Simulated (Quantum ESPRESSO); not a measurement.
# Li: valence-band photoemission, part 7 of 10

Wanted: projected DOS of Li, weighted into photoemission and X-ray emission spectra, at several levels of theory.

Quantum ESPRESSO 7.5; DFT, PBE, plane waves, ultrasoft GBRV pseudopotentials, scalar-relativistic (the session's first sound run).

So far. Step 5 (The base run: bands): Of the bands kept, 1 crosses the Fermi level on this path. Step 6 (With LDA: self-consistent run): The run ends at a pressure of -1.57 GPa.

## 9. With LDA: bands

Level of this step: DFT, LDA, plane waves, ultrasoft GBRV pseudopotentials, scalar-relativistic (Quantum ESPRESSO).

The bands are solved at chosen points on the fixed potential.

Input file bands.in:

```
&control
  calculation = 'bands'
  prefix = 'pes'
  outdir = './tmp'
  pseudo_dir = './pp'
  verbosity = 'high'
/
&system
  ibrav = 0
  nat = 1
  ntyp = 1
  ecutwfc = 40.0
  ecutrho = 200.0
  occupations = 'smearing'
  nbnd = 10
  smearing = 'fd'
  degauss = 0.00367
/
&electrons
  conv_thr = 6e-09
  mixing_beta = 0.5
  electron_maxstep = 120
  diago_full_acc = .true.
/
ATOMIC_SPECIES
Li 6.9400 li_lda_v1.4.uspp.F.UPF
CELL_PARAMETERS angstrom
 -1.754650000 1.754650000 1.754650000
 1.754650000 -1.754650000 1.754650000
 1.754650000 1.754650000 -1.754650000
ATOMIC_POSITIONS crystal
Li 0.000000000 0.000000000 0.000000000
K_POINTS crystal
92
 0.00000000 0.00000000 0.00000000 1
 0.03333333 -0.03333333 0.03333333 1
 0.06666667 -0.06666667 0.06666667 1
 0.10000000 -0.10000000 0.10000000 1
 0.13333333 -0.13333333 0.13333333 1
 0.16666667 -0.16666667 0.16666667 1
 ! [... 84 more points ...]
 0.01666667 0.01666667 0.48333333 1
 0.00000000 0.00000000 0.50000000 1
```

The run is started by

```console
$ OMP_NUM_THREADS=1 mpirun -n 4 pw.x -nk 4 -in bands.in > bands.out
```

Output:

```text
[banner, memory and clock lines left out]
Program PWSCF v.7.5 starts

          URL

     Atomic positions and unit cell read from directory:
     ./tmp/pes.save/

     Message from routine setup:
     using ibrav=0 with symmetry is DISCOURAGED, use correct ibrav instead

     G-vector sticks info

     bravais-lattice index     =            0
     lattice parameter (alat)  =       5.7431  a.u.
     unit-cell volume          =     145.8237 (a.u.)^3
     number of atoms/cell      =            1
     number of atomic types    =            1
     number of electrons       =         3.00
     number of Kohn-Sham states=           10
     kinetic-energy cutoff     =      40.0000  Ry
     charge density cutoff     =     200.0000  Ry
     Exchange-correlation=  SLA  PZ   NOGX NOGC
                           (   1   1   0   0   0   0   0)

     celldm(1)=   5.743148  celldm(2)=   0.000000  celldm(3)=   0.000000
     celldm(4)=   0.000000  celldm(5)=   0.000000  celldm(6)=   0.000000

     crystal axes: (cart. coord. in units of alat)
               a(1) = (  -0.577350   0.577350   0.577350 )
               a(2) = (   0.577350  -0.577350   0.577350 )
               a(3) = (   0.577350   0.577350  -0.577350 )

     reciprocal axes: (cart. coord. in units 2 pi/alat)
               b(1) = ( -0.000000  0.866025  0.866025 )
               b(2) = (  0.866025 -0.000000  0.866025 )
               b(3) = (  0.866025  0.866025  0.000000 )

     PseudoPot. # 1 for Li read from file:
     ./pp/li_lda_v1.4.uspp.F.UPF
     Pseudo is Ultrasoft, Zval =  3.0
     Generated by new atomic code, or converted to UPF format
     Using radial grid of  751 points,  5 beta functions with:
                l(1) =   0
                l(2) =   0
                l(3) =   0
                l(4) =   1
                l(5) =   1
     Q(r) pseudized with 10 coefficients,  rinner =    1.150   1.150   1.150

     atomic species   valence    mass     pseudopotential
     Li                3.00     6.94000     Li( 1.00)

     48 Sym. Ops., with inversion, found

                                    s                        frac. trans.

      isym =  1     identity

 cryst.   s( 1) = (     1          0          0      )
                  (     0          1          0      )
                  (     0          0          1      )

 cart.    s( 1) = (  1.0000000  0.0000000  0.0000000 )
                  (  0.0000000  1.0000000 -0.0000000 )
                  ( -0.0000000 -0.0000000  1.0000000 )

      isym =  2     180 deg rotation - cart. axis [0,0,1]

 cryst.   s( 2) = (     0          1          0      )
                  (     1          0          0      )
                  (    -1         -1         -1      )

 cart.    s( 2) = ( -1.0000000 -0.0000000  0.0000000 )
                  ( -0.0000000 -1.0000000 -0.0000000 )
                  (  0.0000000  0.0000000  1.0000000 )

      isym =  3     180 deg rotation - cart. axis [0,1,0]

 cryst.   s( 3) = (     0          0          1      )
                  (    -1         -1         -1      )
                  (     1          0          0      )

 cart.    s( 3) = ( -1.0000000  0.0000000 -0.0000000 )
                  ( -0.0000000  1.0000000  0.0000000 )
                  (  0.0000000 -0.0000000 -1.0000000 )

      isym =  4     180 deg rotation - cart. axis [1,0,0]

 cryst.   s( 4) = (    -1         -1         -1      )
                  (     0          0          1      )
                  (     0          1          0      )

 cart.    s( 4) = (  1.0000000 -0.0000000 -0.0000000 )
                  (  0.0000000 -1.0000000  0.0000000 )
                  ( -0.0000000  0.0000000 -1.0000000 )

      isym =  5     180 deg rotation - cart. axis [1,1,0]

 cryst.   s( 5) = (    -1          0          0      )
[...]
cart.    s( 5) = (  0.0000000  1.0000000 -0.0000000 )
[...]
isym =  6     180 deg rotation - cart. axis [1,-1,0]

 cryst.   s( 6) = (     0         -1          0      )
[...]
cart.    s( 6) = ( -0.0000000 -1.0000000 -0.0000000 )
[...]
isym =  7      90 deg rotation - cart. axis [0,0,-1]

 cryst.   s( 7) = (     1          1          1      )
[...]
cart.    s( 7) = ( -0.0000000  1.0000000  0.0000000 )
[...]
isym =  8      90 deg rotation - cart. axis [0,0,1]

 cryst.   s( 8) = (     0          0         -1      )
[...]
cart.    s( 8) = (  0.0000000 -1.0000000  0.0000000 )
[...]
isym =  9     180 deg rotation - cart. axis [1,0,1]

 cryst.   s( 9) = (    -1          0          0      )
[...]
cart.    s( 9) = (  0.0000000 -0.0000000  1.0000000 )
[...]
isym = 10     180 deg rotation - cart. axis [-1,0,1]

 cryst.   s(10) = (     0          0         -1      )
[...]
cart.    s(10) = (  0.0000000 -0.0000000 -1.0000000 )
[...]
isym = 11      90 deg rotation - cart. axis [0,1,0]

 cryst.   s(11) = (     1          1          1      )
[...]
cart.    s(11) = ( -0.0000000  0.0000000  1.0000000 )
[...]
isym = 12      90 deg rotation - cart. axis [0,-1,0]

 cryst.   s(12) = (     0         -1          0      )
[...]
cart.    s(12) = (  0.0000000  0.0000000 -1.0000000 )
[...]
isym = 13     180 deg rotation - cart. axis [0,1,1]

 cryst.   s(13) = (     1          1          1      )
[...]
cart.    s(13) = ( -1.0000000  0.0000000  0.0000000 )
[...]
isym = 14     180 deg rotation - cart. axis [0,1,-1]

 cryst.   s(14) = (    -1          0          0      )
[...]
cart.    s(14) = ( -1.0000000  0.0000000 -0.0000000 )
[...]
isym = 15      90 deg rotation - cart. axis [-1,0,0]

 cryst.   s(15) = (     0         -1          0      )
[...]
cart.    s(15) = (  1.0000000 -0.0000000  0.0000000 )
[...]
isym = 16      90 deg rotation - cart. axis [1,0,0]

 cryst.   s(16) = (     0          0         -1      )
[...]
cart.    s(16) = (  1.0000000  0.0000000 -0.0000000 )
[...]
isym = 17     120 deg rotation - cart. axis [-1,-1,-1]

 cryst.   s(17) = (     0          0          1      )
[...]
cart.    s(17) = ( -0.0000000  1.0000000  0.0000000 )
[...]
isym = 18     120 deg rotation - cart. axis [-1,1,1]

 cryst.   s(18) = (     1          0          0      )
[...]
Dense  grid:     6963 G-vectors     FFT dimensions: (  25,  25,  25)

     Smooth grid:     5017 G-vectors     FFT dimensions: (  24,  24,  24)

     Dynamical RAM for                 wfc:       0.10 MB

     Dynamical RAM for     wfc (w. buffer):       0.10 MB

     Dynamical RAM for           str. fact:       0.11 MB

     Dynamical RAM for           local pot:       0.00 MB

     Dynamical RAM for          nlocal pot:       0.09 MB

     Dynamical RAM for                qrad:       0.49 MB

     Dynamical RAM for          rho,v,vnew:       0.68 MB

     Dynamical RAM for           G-vectors:       0.44 MB

     Dynamical RAM for          h,s,v(r/c):       0.02 MB

     Dynamical RAM for          <psi|beta>:       0.00 MB

     Dynamical RAM for                 psi:       0.19 MB

     Dynamical RAM for                hpsi:       0.19 MB

     Dynamical RAM for                spsi:       0.19 MB

     Dynamical RAM for      wfcinit/wfcrot:       0.19 MB

     Dynamical RAM for           addusdens:       1.49 MB

     The potential is recalculated from file :
     ./tmp/pes.save/charge-density

     Starting wfcs are    5 randomized atomic wfcs +    5 random wfcs

     Band Structure Calculation
     Davidson diagonalization with overlap

     Computing kpt #:     1  of    23 on this pool

     Computing kpt #:     2  of    23 on this pool

     Computing kpt #:     3  of    23 on this pool

     Computing kpt #:     4  of    23 on this pool

     Computing kpt #:     5  of    23 on this pool

     Computing kpt #:     6  of    23 on this pool

     Computing kpt #:     7  of    23 on this pool

     Computing kpt #:     8  of    23 on this pool

     Computing kpt #:     9  of    23 on this pool

     Computing kpt #:    10  of    23 on this pool

     Computing kpt #:    11  of    23 on this pool

     Computing kpt #:    12  of    23 on this pool

     Computing kpt #:    13  of    23 on this pool

     Computing kpt #:    14  of    23 on this pool

     Computing kpt #:    15  of    23 on this pool

     Computing kpt #:    16  of    23 on this pool

     Computing kpt #:    17  of    23 on this pool

     Computing kpt #:    18  of    23 on this pool

     Computing kpt #:    19  of    23 on this pool

     Computing kpt #:    20  of    23 on this pool

     Computing kpt #:    21  of    23 on this pool

     Computing kpt #:    22  of    23 on this pool

     Computing kpt #:    23  of    23 on this pool

     ethr =  2.00E-10,  avg # of iterations = 30.3

     End of band structure calculation

          k = 0.0000 0.0000 0.0000 (   627 PWs)   bands (ev):

   -45.1044  -2.7973  14.3269  14.3269  14.3269  19.2218  19.2218  19.2218
    20.2138  20.2138

          k =-0.0000 0.0577-0.0000 (   623 PWs)   bands (ev):

   -45.1040  -2.7568  14.1170  14.1170  14.2331  18.8155  18.8320  18.8320
    19.2759  20.4163

          k =-0.0000 0.1155-0.0000 (   631 PWs)   bands (ev):

   -45.1029  -2.6352  13.5316  13.5316  13.9901  17.3569  18.4740  18.4740
    19.4383  20.9813

          k =-0.0000 0.1732-0.0000 (   623 PWs)   bands (ev):

   -45.1012  -2.4319  12.7008  12.7008  13.6762  16.0032  18.4220  18.4220
    19.7090  21.8172

          k =-0.0000 0.2309 0.0000 (   623 PWs)   bands (ev):

   -45.0990  -2.1461  11.7675  11.7675  13.3570  14.7570  18.6147  18.6147
    20.0879  22.8265

          k =-0.0000 0.2887-0.0000 (   615 PWs)   bands (ev):

   -45.0963  -1.7765  10.8259  10.8259  13.0722  13.6187  18.9888  18.9888
    20.5751  23.8480

          k =-0.0000 0.3464-0.0000 (   611 PWs)   bands (ev):

   -45.0934  -1.3219   9.9265   9.9265  12.5887  12.8405  19.5088  19.5088
    21.1704  23.5112

          k = 0.0000 0.4041 0.0000 (   619 PWs)   bands (ev):

   -45.0904  -0.7807   9.0957   9.0957  11.6670  12.6664  20.1562  20.1562
    21.6285  21.8738

          k =-0.0000 0.4619-0.0000 (   615 PWs)   bands (ev):

   -45.0875  -0.1516   8.3477   8.3477  10.8537  12.5425  19.6527  20.9207
    20.9207  22.6852

          k =-0.0000 0.5196-0.0000 (   627 PWs)   bands (ev):

   -45.0847   0.5662   7.6908   7.6908  10.1488  12.4466  17.7446  21.7958
    21.7958  23.6045

          k = 0.0000 0.5774 0.0000 (   623 PWs)   bands (ev):

   -45.0822   1.3730   7.1300   7.1300   9.5523  12.3241  15.9855  22.7758
    22.7758  24.6315

          k = 0.0000 0.6351 0.0000 (   630 PWs)   bands (ev):

   -45.0801   2.2667   6.6682   6.6682   9.0642  12.0209  14.5349  23.8542
    23.8542  25.7657

          k =-0.0000 0.6928-0.0000 (   638 PWs)   bands (ev):

   -45.0784   3.2404   6.3074   6.3074   8.6846  11.2327  13.6978  25.0190
    25.0190  27.0062

          k =-0.0000 0.7506 0.0000 (   642 PWs)   bands (ev):

   -45.0771   4.2727   6.0490   6.0490   8.4134  10.0296  13.4151  26.2414
    26.2414  28.2001

          k =-0.0000 0.8083 0.0000 (   630 PWs)   bands (ev):

   -45.0764   5.2807   5.8937   5.8937   8.2507   8.8307  13.3396  27.4180
    27.4180  28.0961

          k = 0.0000 0.8660 0.0000 (   610 PWs)   bands (ev):

   -45.0761   5.8418   5.8418   5.8418   8.1965   8.1965  13.3248  28.0577
    28.0577  28.0577

          k = 0.0289 0.8372 0.0000 (   620 PWs)   bands (ev):

[...]
k = 0.0577 0.8083 0.0000 (   628 PWs)   bands (ev):

[...]
k = 0.0866 0.7794-0.0000 (   634 PWs)   bands (ev):

[...]
k = 0.1155 0.7506 0.0000 (   636 PWs)   bands (ev):

[...]
k = 0.1443 0.7217 0.0000 (   636 PWs)   bands (ev):

[...]
k = 0.1732 0.6928-0.0000 (   634 PWs)   bands (ev):

[...]
k = 0.2021 0.6640-0.0000 (   628 PWs)   bands (ev):

[...]
k = 0.2309 0.6351 0.0000 (   624 PWs)   bands (ev):

[...]
k = 0.2598 0.6062-0.0000 (   628 PWs)   bands (ev):

[...]
k = 0.2887 0.5774-0.0000 (   636 PWs)   bands (ev):

[...]
k = 0.3175 0.5485 0.0000 (   624 PWs)   bands (ev):

[...]
k = 0.3464 0.5196-0.0000 (   624 PWs)   bands (ev):

[...]
k = 0.3753 0.4907-0.0000 (   620 PWs)   bands (ev):

[...]
k = 0.4041 0.4619-0.0000 (   624 PWs)   bands (ev):

[...]
k = 0.4330 0.4330 0.0000 (   630 PWs)   bands (ev):

[...]
k = 0.4041 0.4041 0.0000 (   622 PWs)   bands (ev):

[...]
k = 0.3753 0.3753 0.0000 (   630 PWs)   bands (ev):

[...]
k = 0.3464 0.3464 0.0000 (   622 PWs)   bands (ev):

[...]
k = 0.3175 0.3175 0.0000 (   628 PWs)   bands (ev):

[...]
k = 0.4330 0.4330 0.2021 (   624 PWs)   bands (ev):

   -45.0871   1.5300   3.7749   7.8740   9.3695  18.5428  19.3634  23.3116
    24.4967  26.2847

          k = 0.4330 0.4330 0.1732 (   624 PWs)   bands (ev):

   -45.0872   1.3565   3.7581   8.4814   9.5669  17.7562  18.8064  22.9903
    24.4815  26.1200

          k = 0.4330 0.4330 0.1443 (   628 PWs)   bands (ev):

   -45.0873   1.2095   3.7427   9.1083   9.7651  16.9576  18.2971  22.7374
    24.4521  25.9796

          k = 0.4330 0.4330 0.1155 (   624 PWs)   bands (ev):

   -45.0874   1.0893   3.7293   9.7505   9.9544  16.1625  17.8493  22.5420
    24.4179  25.8640

          k = 0.4330 0.4330 0.0866 (   628 PWs)   bands (ev):

   -45.0875   0.9958   3.7185  10.1229  10.3994  15.3878  17.4776  22.3965
    24.3853  25.7738

          k = 0.4330 0.4330 0.0577 (   624 PWs)   bands (ev):

   -45.0876   0.9289   3.7105  10.2574  11.0337  14.6603  17.1969  22.2958
    24.3591  25.7092

          k = 0.4330 0.4330 0.0289 (   624 PWs)   bands (ev):

   -45.0876   0.8888   3.7055  10.3448  11.5873  14.0495  17.0214  22.2365
    24.3423  25.6704

          k = 0.4330 0.4330 0.0000 (   630 PWs)   bands (ev):

   -45.0877   0.8755   3.7039  10.3752  11.8481  13.7693  16.9616  22.2169
    24.3365  25.6574

     XML data file, pseudopotentials, collected wavefunctions

                                        0.00s GPU  (     720 calls)
```

Elapsed: 2.8 s, on 4 MPI ranks of Intel Xeon 6975P-C (Granite Rapids), shared host; 9.9 s of CPU time.

Electronic bands along the path, in eV, zero at the Fermi level; # counts the bands kept:

| point | #1 | #2 | #3 |
| --- | --- | --- | --- |
| Γ | -3.42 | 13.70 | 13.70 |
| 0.47 of the way | -1.40 | 8.47 | 8.47 |
| H | 5.22 | 5.22 | 5.22 |
| 0.53 of the way | 1.54 | 3.58 | 6.85 |
| N | 0.25 | 3.08 | 9.75 |
| 0.47 of the way | -2.13 | 7.79 | 10.94 |
| Γ | -3.42 | 13.70 | 13.70 |
| 0.47 of the way | -1.93 | 8.85 | 8.85 |
| P | 3.25 | 3.25 | 3.25 |
| 0.53 of the way | 2.58 | 2.58 | 5.72 |
| H | 5.22 | 5.22 | 5.22 |
| jump to P | 3.25 | 3.25 | 3.25 |
| 0.47 of the way | 1.11 | 3.17 | 6.67 |
| N | 0.25 | 3.08 | 9.75 |

The electronic bands as a text plot (rows in eV, shown from -3.4 to 3.2 only):

```
    3.1 |                  ***                  *      *   ******
    2.8 |                                        *    *    *
    2.6 |         *                            *
    2.3 |               *                         ****
    2.0 |                                                   *
    1.7 |        *
    1.4 |                *                                   *
    1.2 |
    0.9 |                 *                   *
    0.6 |                  *                                  *
    0.3 |                   **               *                 **
    0.1 |       *
   -0.2 |                     *
   -0.5 |                      *
   -0.8 |      *
   -1.1 |                                   *
   -1.3 |     *                 *
   -1.6 |                                  *
   -1.9 |    *
   -2.2 |                        *
   -2.4 |                                 *
   -2.7 |   *                     *      *
   -3.0 |  *                       *
   -3.3 |**                         *****
         Γ           H       N        Γ         P        H|P    N
```

Of the bands kept, 1 crosses the Fermi level on this path.

(Continued in part 8 of 10.)

[Logs are printed without paths, hosts, clocks, repeated set-up lines and the standing remarks that a program may print on its own settings, such as how far it seeks lower states.]

[Hosts, paths, dates, database ids (printed as entryN), source tags and the programs' standing remarks are cut or masked in the printed files.]

[Maps of the electrostatic potential energy from Ansatz leave out the sawtooth potential of an applied field or a dipole correction, so their vacuum need not be flat; work functions include it.]

[Peak lists hold at most the 14 tallest peaks of each spectrum; further lines can be left out.]
